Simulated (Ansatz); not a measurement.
# Simulated XPS, UPS and emission spectra of Ca2Al9Ir3, part 3 of 3

What would valence photoemission of Ca2Al9Ir3 look like, and what sets its shape? Spin–orbit coupling is left out of the bands throughout.

Ansatz 0.2.0; DFT, PBEsol, plane-wave PAW, default files, scalar-relativistic (the session's first sound run).

So far. Step 2 (Self-consistent run, DOS and bands): At the Fermi level the DOS is 9.31 states/eV a cell, and on the broadened curves Al 3p holds 60 % of the total there. Step 4 (With RPBE): Of the bands kept, 5 cross the Fermi level on this path.

**5. Norm-conserving files (continued)**

This run's widths, added to any smearing of the DOS itself: Gaussian 0.45 eV, Lorentzian 0.2 eV plus 0.08 an eV of depth. Table of intensity by binding energy, zero at the Fermi level; values in % of the maximum within 13 eV:

```csv
binding energy (eV),21.2 eV,40.8 eV,1486.7 eV,2984.3 eV,9251.7 eV
0,10.3,10.2,9.74,9.49,9.60
2,56.5,56.6,56.6,56.4,56.5
4,48.8,49.3,50.0,49.6,49.9
6,10.5,11.0,12.6,12.1,12.7
8,2.55,2.78,4.09,3.83,4.94
10,0.820,0.913,1.57,1.42,1.85
12,-,0.392,0.661,0.534,0.521
14,-,0.290,0.647,0.455,0.367
16,-,0.296,0.932,0.578,0.385
18,-,0.484,2.04,1.17,0.665
20,-,1.86,9.12,5.03,2.65
22,-,3.11,15.5,8.53,4.45
```

Spectra as before, but with a recipe of its own (widths, and in some runs the light), which changes peak heights and what is resolved: Gaussian 0.45 eV, Lorentzian 0.2 eV plus 0.08 times the binding energy, unpolarised light, analyser at 54.7°, Fermi edge at 300 K; some photon energies differ too.

The two runs compared:

```csv
quantity,this run,base run,difference
DOS at the Fermi level (states/eV/cell),9.2885,9.3115,-0.0230
```

**6. Other settings: kpoints.mp_grid.grid = [9, 9, 6] and basis.xc_grid = 4**

This step: DFT, PBEsol, plane-wave PAW, default files, scalar-relativistic; changed: kpoints.mp_grid.grid = [9, 9, 6], basis.xc_grid = 4 (Ansatz 0.2.0).

Some settings are changed to see whether the read-outs move.

Contents of input.yaml:

```yaml
crystal:
  lattice:
    - [6.4775, -3.7917, 0.0]
    - [6.4775, 3.7917, 0.0]
    - [0.0, 0.0, 9.6175]
  atoms:
    - { symbol: Ir, position: [0.0, 0.0, 0.5] }
    - { symbol: Ir, position: [0.0, 0.0, 0.0] }
    - { symbol: Ir, position: [0.32879, 0.32879, 0.5] }
    - { symbol: Ir, position: [0.67121, 0.67121, 0.0] }
    - { symbol: Ir, position: [0.67121, 0.67121, 0.5] }
    - { symbol: Ir, position: [0.32879, 0.32879, 0.0] }
    - { symbol: Ca, position: [0.32819, 0.99419, 0.25] }
    - { symbol: Ca, position: [0.67181, 0.00581, 0.75] }
[... 16 atom lines left out ...]
    - { symbol: Al, position: [0.66498, 0.00098, 0.4304] }
    - { symbol: Al, position: [0.33502, 0.99902, 0.9304] }
    - { symbol: Al, position: [0.00098, 0.66498, 0.5696] }
    - { symbol: Al, position: [0.99902, 0.33502, 0.0696] }
kpoints:
  mp_grid: { grid: [9, 9, 6] }
scf:
  occupations: { method: fermi_dirac, width: 0.05 }
  n_extra_bands: 40
hamiltonian:
  xc: pbesol
  pseudopotentials: { kind: paw }
output:
  forces: true
  stress: true
  dos:
    projected:
      site_lists:
        Ir1: [0, 1]
        Ir3: [2, 3, 4, 5]
        Ca7: [6, 7, 8, 9]
        Al11: [10, 11]
        Al13: [12, 13, 14, 15]
        Al17: [16, 17, 18, 19]
        Al21: [20, 21, 22, 23, 24, 25, 26, 27]
    de: 0.05
    e_range: [-28, 12]
    nscf_kmesh: { grid: [8, 8, 6] }
basis:
  xc_grid: 4
```

Run with:

```console
$ ansatz run input.yaml --threads 4 --pin off --max-ram 8192MiB --backend cpu --events-out ev --progress --plain --runs-dir out
```

Elapsed: 99 s, on 4 threads of INTEL XEON PLATINUM 8581C at 2.30GHz (Emerald Rapids), shared host; peak memory 4.9 GiB.

Numbers from this step:

* free energy: -87431.4222 eV
* energy at zero smearing: -87431.3811 eV
* smearing term TS: 0.08216 eV
* Fermi energy: 10.90 eV
* pressure: -1.177 GPa
* share of occupied states in no projected shell: 0.0194 of the occupied states in the window
* DOS at the Fermi level: 9.309 states/eV/cell

Simulated valence spectra by photon energy, shown to 13 eV, since a deeper line would dwarf them at some energies; the 100 % can be that line's tail at the edge; this run's widths, added to any smearing of the DOS itself: Gaussian 0.3 eV, Lorentzian 0.2 eV plus 0.08 an eV of depth. Table of intensity by binding energy, zero at the Fermi level; values in % of the maximum within 13 eV:

```csv
binding energy (eV),21.2 eV,100 eV,400 eV,1486.7 eV,9251.7 eV
-1,1.61,2.10,2.34,1.65,1.61
0,9.91,15.2,14.9,9.18,9.11
1,29.7,41.0,41.2,29.1,28.8
2,52.8,56.6,57.1,52.8,52.8
3,89.0,91.0,91.7,89.4,89.4
4,47.1,53.2,55.6,48.2,48.2
5,25.3,33.8,39.8,27.5,27.4
6,10.4,18.5,24.0,12.5,12.6
7,4.91,11.5,16.1,6.64,7.37
8,2.61,7.85,11.8,4.12,5.04
9,1.56,5.42,8.84,2.83,3.57
10,0.849,2.83,4.99,1.57,1.89
11,0.467,1.44,2.76,0.819,0.776
12,-,1.18,2.52,0.647,0.510
```

Maxima picked by a test of local sharpness, so broad peaks and shoulders can be missing; peaks within 0.45 eV of a curve's cut are left out. Valence peaks, by row:

```csv
photon energy (eV),binding energy (eV),height (% of the maximum within 13 eV),main shell,its share (%)
21.2,2.65,100,Ir 5d,97.99
100,21.25,57.49,Ca 3p,99.39
100,2.65,100,Ir 5d,89.27
400,21.25,167.2,Ca 3p,99.76
400,2.65,100,Ir 5d,87.72
1487,21.25,23.2,Ca 3p,99.44
1487,2.65,100,Ir 5d,97.83
9252,21.25,5.837,Ca 3p,97.81
9252,2.65,100,Ir 5d,96.61
```

Spectra as before, but with a recipe of its own (widths, and in some runs the light), which changes peak heights and what is resolved: Gaussian 0.3 eV, Lorentzian 0.2 eV plus 0.08 times the binding energy, unpolarised light, analyser at 90°, Fermi edge at 300 K; some photon energies differ too.

Side by side:

```csv
quantity,this run,base run,difference
DOS at the Fermi level (states/eV/cell),9.3086,9.3115,-0.00290
```

**7. Results**

* least gap on the mesh and the path: under 0.05 eV or none
* strongest listed peak within 13 eV of the zero, at 1486.7 eV: 2.7 eV binding, mostly Ir 5d
* strongest listed peak within 13 eV of the zero, at 21.2 eV: 2.7 eV binding, mostly Ir 5d
* Ir 5d centre of the filled part: -3.04 eV (8.3 states an atom)
* PBEsol (92 s on 4 threads): no clear gap, highest Al Kα peak within 13 eV at 2.7 eV (Ir 5d)
* r²SCAN (2.4 min on 4 threads): no clear gap, highest Al Kα peak within 13 eV at 2.8 eV (Ir 5d)
* RPBE (90 s on 4 threads): no clear gap, highest Al Kα peak within 13 eV at 2.7 eV (Ir 5d)
* norm-conserving files (6 min on 4 threads): no clear gap, highest Al Kα peak within 13 eV at 2.6 eV (Ir 5d)
* other settings (99 s on 4 threads): no clear gap, highest Al Kα peak within 13 eV at 2.6 eV (Ir 5d)

**Reading.** Ca2Al9Ir3 is without a gap at the base level, and its valence spectrum changes with photon energy as the shells' cross sections do. At 21.2 eV the valence spectrum has its highest listed peaks within 10.8 eV at 1.6 eV (Ir 5d), 2.5 eV (Ir 5d), 2.7 eV (Ir 5d), 3.1 eV (Ir 5d) and 4.7 eV (Ir 5d). At 1486.7 eV the valence spectrum has its highest listed peaks within 13 eV at 1.6 eV (Ir 5d), 2.5 eV (Ir 5d), 2.7 eV (Ir 5d), 3.1 eV (Ir 5d) and 4.7 eV (Ir 5d). The shell named is the one with most of the intensity, cross sections included, not always the one with most states there. At 21.2 eV the area is led by Ir 5d (92 %), at 5950 eV by Ir 5d (86 %). Kohn–Sham levels aren't quasiparticle energies, so peak positions are approximate. Each run has its own recipe for the spectra (widths, photon energies, in some runs the light), so peak heights and places can differ between runs for that reason too. Spin–orbit coupling is left out, which matters for the heavy atoms here.

[Logs are printed without paths, hosts, clocks, repeated set-up lines and the standing remarks that a program may print on its own settings, such as how far it seeks lower states.]

[Hosts, paths, dates, database ids (printed as entryN), source tags and the programs' standing remarks are cut or masked in the printed files.]

[Maps of the electrostatic potential energy from Ansatz leave out the sawtooth potential of an applied field or a dipole correction, so their vacuum need not be flat; work functions include it.]

[Peak lists hold at most the 14 tallest peaks of each spectrum; further lines can be left out.]
